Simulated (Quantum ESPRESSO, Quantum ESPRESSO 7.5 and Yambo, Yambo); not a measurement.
# A GW chain in Yambo: SiSnCl2 (chair-type functionalised monolayer)

Aim: the G0W0 gap of SiSnCl2 (chair-type functionalised monolayer) on PBE, step by step.

Main program and level: Quantum ESPRESSO 7.5 and Yambo 5.3.0; PBE and many-body steps on it, plane waves.

Report form: the programs' logs are mostly left out.

## 1. The structure

The cell holds 4 atoms: 1 Si, 1 Sn and 2 Cl. Its edges and angles: a = 4.413 Å, b = 4.413 Å, c = 19.000 Å, α = 90.0°, β = 90.0°, γ = 120.0°. Vacuum lies along c.

The structure was relaxed with PBE. The runs that relaxed it are not among those shown.

## 2. Ground state

This step: Quantum ESPRESSO 7.5; DFT, PBE, plane waves, norm-conserving pseudopotentials.

The ground-state density comes first.

Input file pw.in:

```
&control
  calculation = 'scf'
  prefix = 'x'
  outdir = 'o'
  pseudo_dir = 'pseudo'
/
&system
  ibrav = 0
  nat = 4
  ntyp = 3
  ecutwfc = 84.0
  nbnd = 26
  force_symmorphic = .true.
/
&electrons
  conv_thr = 1e-10
  electron_maxstep = 80
  mixing_beta = 0.5
/
ATOMIC_SPECIES
  Si 28.085 Si.upf
  Sn 118.71 Sn.upf
  Cl 35.45 Cl.upf
CELL_PARAMETERS angstrom
  4.4132413676 0.0000000001 0.0000000000
  -2.2066206839 3.8219791373 0.0000000000
  0.0000000000 0.0000000000 19.0000000000
ATOMIC_POSITIONS crystal
  Si 0.3333333333 0.6666666667 0.5266985250
  Sn 0.6666666667 0.3333333333 0.4878884819
  Cl 0.3333333333 0.6666666667 0.6368861791
  Cl 0.6666666667 0.3333333333 0.3635478666
K_POINTS automatic
  9 9 1 0 0 0
```

Launch:

```console
OMP_NUM_THREADS=1 mpirun -n 4 pw.x -nk 4 -in pw.in > pw.out
```

Run time: 53 s. Hardware: 4 MPI ranks of Arm Neoverse V2, shared host; peak memory 1.1 GiB; 3.6 min of CPU time.

Numbers from this step:

```yaml
total_energy: -7039.0754 eV
gap: 0.5312 eV
k_of_the_valence_top: 0, 0, 0
k_of_the_conduction_bottom: 0, 0, 0
least_direct_gap: 0.5312 eV
```

The gap is direct, at Γ.

## 3. Bands along the symmetry lines

Levels along a band path, at the cheap level, show where the edges lie and whether the meshes to come will hold them.

Input file pw.in:

```
&control
  calculation = 'bands'
  prefix = 'x'
  outdir = 'o'
  pseudo_dir = 'pseudo'
/
&system
  ibrav = 0
  nat = 4
  ntyp = 3
  ecutwfc = 84.0
  nbnd = 26
  force_symmorphic = .true.
/
&electrons
  conv_thr = 1e-9
  electron_maxstep = 80
  diago_full_acc = .true.
  diago_thr_init = 5e-6
/
ATOMIC_SPECIES
  Si 28.085 Si.upf
  Sn 118.71 Sn.upf
  Cl 35.45 Cl.upf
CELL_PARAMETERS angstrom
  4.4132413676 0.0000000001 0.0000000000
  -2.2066206839 3.8219791373 0.0000000000
  0.0000000000 0.0000000000 19.0000000000
ATOMIC_POSITIONS crystal
  Si 0.3333333333 0.6666666667 0.5266985250
  Sn 0.6666666667 0.3333333333 0.4878884819
  Cl 0.3333333333 0.6666666667 0.6368861791
  Cl 0.6666666667 0.3333333333 0.3635478666
K_POINTS crystal
  25
  0.00000000 0.00000000 0.00000000 1
  0.06250000 0.00000000 0.00000000 1
  0.12500000 0.00000000 0.00000000 1
  0.18750000 0.00000000 0.00000000 1
  0.25000000 0.00000000 0.00000000 1
  0.31250000 0.00000000 0.00000000 1
  0.37500000 0.00000000 0.00000000 1
  0.43750000 0.00000000 0.00000000 1
  0.50000000 0.00000000 0.00000000 1
  0.47916667 0.04166667 0.00000000 1
  0.45833333 0.08333333 0.00000000 1
  0.43750000 0.12500000 0.00000000 1
  0.41666666 0.16666666 0.00000000 1
  0.39583333 0.20833333 0.00000000 1
  0.37500000 0.25000000 0.00000000 1
  0.35416666 0.29166666 0.00000000 1
  0.33333333 0.33333333 0.00000000 1
  0.29166666 0.29166666 0.00000000 1
  0.25000000 0.25000000 0.00000000 1
  0.20833333 0.20833333 0.00000000 1
  0.16666666 0.16666666 0.00000000 1
  0.12500000 0.12500000 0.00000000 1
  0.08333333 0.08333333 0.00000000 1
  0.04166667 0.04166667 0.00000000 1
  0.00000000 0.00000000 0.00000000 1
```

It took 32 s on 4 MPI ranks; peak memory 0.81 GiB; 2.1 min of CPU time.

This step gave:

```yaml
gap: 0.5312 eV
k_of_the_valence_top: 0, 0, 0
k_of_the_conduction_bottom: 0, 0, 0
least_direct_gap: 0.5312 eV
```

The gap is 0.531 eV, as in the run before at this level.

The electronic bands at the labelled points (eV, zero at the top of the highest filled band):

```
  point  band 17  band 18  band 19  band 20  band 21  band 22  band 23  band 24
      Γ    -1.89    -1.89     0.00     0.00     0.53     1.99     3.37     3.37
halfway    -2.43    -2.01    -1.73    -0.53     1.80     2.42     4.35     4.90
      M    -2.65    -2.16    -2.14    -0.84     1.48     3.16     3.90     6.21
halfway    -2.62    -2.39    -2.07    -1.29     2.75     3.33     3.91     5.58
      K    -2.65    -2.52    -2.04    -1.54     3.51     3.75     4.67     5.19
halfway    -2.44    -2.18    -1.79    -0.88     2.52     2.79     3.61     5.00
      Γ    -1.89    -1.89     0.00     0.00     0.53     1.99     3.37     3.37
```

## 4. Empty states on the mesh, 6×6×1 mesh, 110 bands

The sums over transitions need many empty states on a uniform mesh; this step solves for them.

Input file pw.in:

```
&control
  calculation = 'nscf'
  prefix = 'x'
  outdir = 'o'
  pseudo_dir = 'pseudo'
/
&system
  ibrav = 0
  nat = 4
  ntyp = 3
  ecutwfc = 84.0
  nbnd = 110
  force_symmorphic = .true.
/
&electrons
  conv_thr = 1e-9
  electron_maxstep = 80
  diago_full_acc = .true.
  diago_thr_init = 5e-6
/
ATOMIC_SPECIES
  Si 28.085 Si.upf
  Sn 118.71 Sn.upf
  Cl 35.45 Cl.upf
CELL_PARAMETERS angstrom
  4.4132413676 0.0000000001 0.0000000000
  -2.2066206839 3.8219791373 0.0000000000
  0.0000000000 0.0000000000 19.0000000000
ATOMIC_POSITIONS crystal
  Si 0.3333333333 0.6666666667 0.5266985250
  Sn 0.6666666667 0.3333333333 0.4878884819
  Cl 0.3333333333 0.6666666667 0.6368861791
  Cl 0.6666666667 0.3333333333 0.3635478666
K_POINTS automatic
  6 6 1 0 0 0
```

Elapsed: 76 s, on 4 MPI ranks; peak memory 1.6 GiB.

This step gave:

```
gap                                                           : 0.5312 eV
k of the valence top                                          : 0, 0, 0
k of the conduction bottom                                    : 0, 0, 0
least direct gap                                              : 0.5312 eV
k points computed                                             : 7
lowest point of the top converged band, above the valence top : 25.72 eV
```

On this mesh the gap is 0.531 eV.

## 5. Conversion and set-up

This step: Yambo 5.3.0; conversion and set-up on PBE, plane waves, norm-conserving pseudopotentials.

The states are converted to the many-body program's format and the q mesh is built.

Launch:

```console
(cd o/x.save; p2y > p2y.log; mv SAVE ../..); yambo > setup.log
```

The job ended after 4.4 s (1 MPI rank; peak memory 0.28 GiB).

## 6. Screening and self-energy, 6×6×1 mesh, 110 bands, screening to 74.8 eV

G0W0 replaces the xc potential by the self-energy, built once from these orbitals. Only a window of levels is corrected, while the sums run over the empty bands that the input names.

This step: G0W0 on PBE, plane waves, norm-conserving pseudopotentials.

Input file gw1.in:

```
HF_and_locXC
gw0
dyson
ppa
em1d
rim_cut
rim_w
RandQpts= 3000000
RandGvec= 100 RL
CUTGeo= "slab z"
RandGvecW= 9 RL
EXXRLvcs= 84 Ry
VXCRLvcs= 336 Ry
Chimod= "HARTREE"
% BndsRnXp
 1 | 110 |
%
NGsBlkXp= 5.5 Ry
% LongDrXp
 1 | 1 | 0 |
%
% GbndRnge
 1 | 110 |
%
DysSolver= "n"
ExtendOut
PPAPntXp= 27.21138 eV
% QPkrange
 1 | 7 | 17 | 22 |
%
```

Launch:

```console
OMP_NUM_THREADS=1 mpirun -n 4 yambo -F gw1.in -J gw1 -C gw1 > gw1.log
```

Elapsed: 15 min, on 4 MPI ranks; peak memory 4.7 GiB; 61 min of CPU time.

Numbers from this step:

```yaml
g0w0_gap_on_the_mesh: 1.368 eV
starting_gap_on_the_mesh: 0.5312 eV
k_of_the_valence_top: 0, 0, 0
k_of_the_conduction_bottom: 0, 0, 0
least_direct_g0w0_gap_on_the_computed_points: 1.368 eV
z_at_the_valence_top: 0.6635
z_at_the_conduction_bottom: 0.6560
```

The gap on the mesh goes from 0.53 eV to 1.37 eV, a correction of +0.84 eV.

Limits: finite bands, cutoff and mesh; no spin-orbit coupling. v1 is the top filled band, c1 the lowest empty one. The levels before and after the correction (eV, zero at the valence-band top of each column):

|  | conduction bottom | valence top |
| --- | --- | --- |
| Kohn-Sham | 0.53 | 0.00 |
| G0W0 | 1.37 | 0.00 |

```
             level  energy (eV)
Kohn-Sham  Γ v4-v3       -1.886
Kohn-Sham  Γ v2-v1        0.000
Kohn-Sham     Γ c1        0.531
Kohn-Sham     Γ c2        1.990
     G0W0  Γ v4-v3       -2.495
     G0W0  Γ v2-v1        0.000
     G0W0     Γ c1        1.368
     G0W0     Γ c2        3.067
```

## 7. Where the time went

Times are wall times on the hardware named with each run, good to a factor of about two.

| step | time | share | memory (GiB) |
| --- | --- | --- | --- |
| ground state | 53 s | 5 % | 1.1 |
| bands along the symmetry lines | 32 s | 3 % | 0.81 |
| empty states on the mesh | 76 s | 7 % | 1.6 |
| conversion and set-up | 4.4 s | 0 % | 0.28 |
| screening and self-energy | 15 min | 85 % | 4.7 |

## 8. Results

| Quantity | Value |
| --- | --- |
| PBE gap | 0.53 eV, direct |
| G0W0 gap on the mesh | 1.37 eV |
| GW settings | 6×6×1 mesh, 110 bands, screening to 74.8 eV, Godby-Needs plasmon pole |
| known limits | not at the basis limit; no spin-orbit coupling |

What this shows: G0W0 moves the gap on the mesh from 0.53 eV to 1.37 eV (+0.84 eV), with Z of 0.66 and 0.66 at the edges. The dearest step here is «screening and self-energy». Bands and cutoff are finite, so the gap is not at the basis limit. The miss can reach some tenths of an eV and take either sign; the mesh is an error of its own. The many-body steps are scalar-relativistic: spin-orbit coupling is not in them.

[Paths, hosts, dates, memory and timing lines, banners, echoed tables and standing remarks are left out of the program output.]

[Logs are printed without paths, hosts, clocks, repeated set-up lines and the standing remarks that a program may print on its own settings, such as how far it seeks lower states.]

[Runs of the session that timed out or met a known fault of the program may be left out.]

[Hosts, paths, dates, database ids (printed as entryN), source tags and the programs' standing remarks are cut or masked in the printed files.]
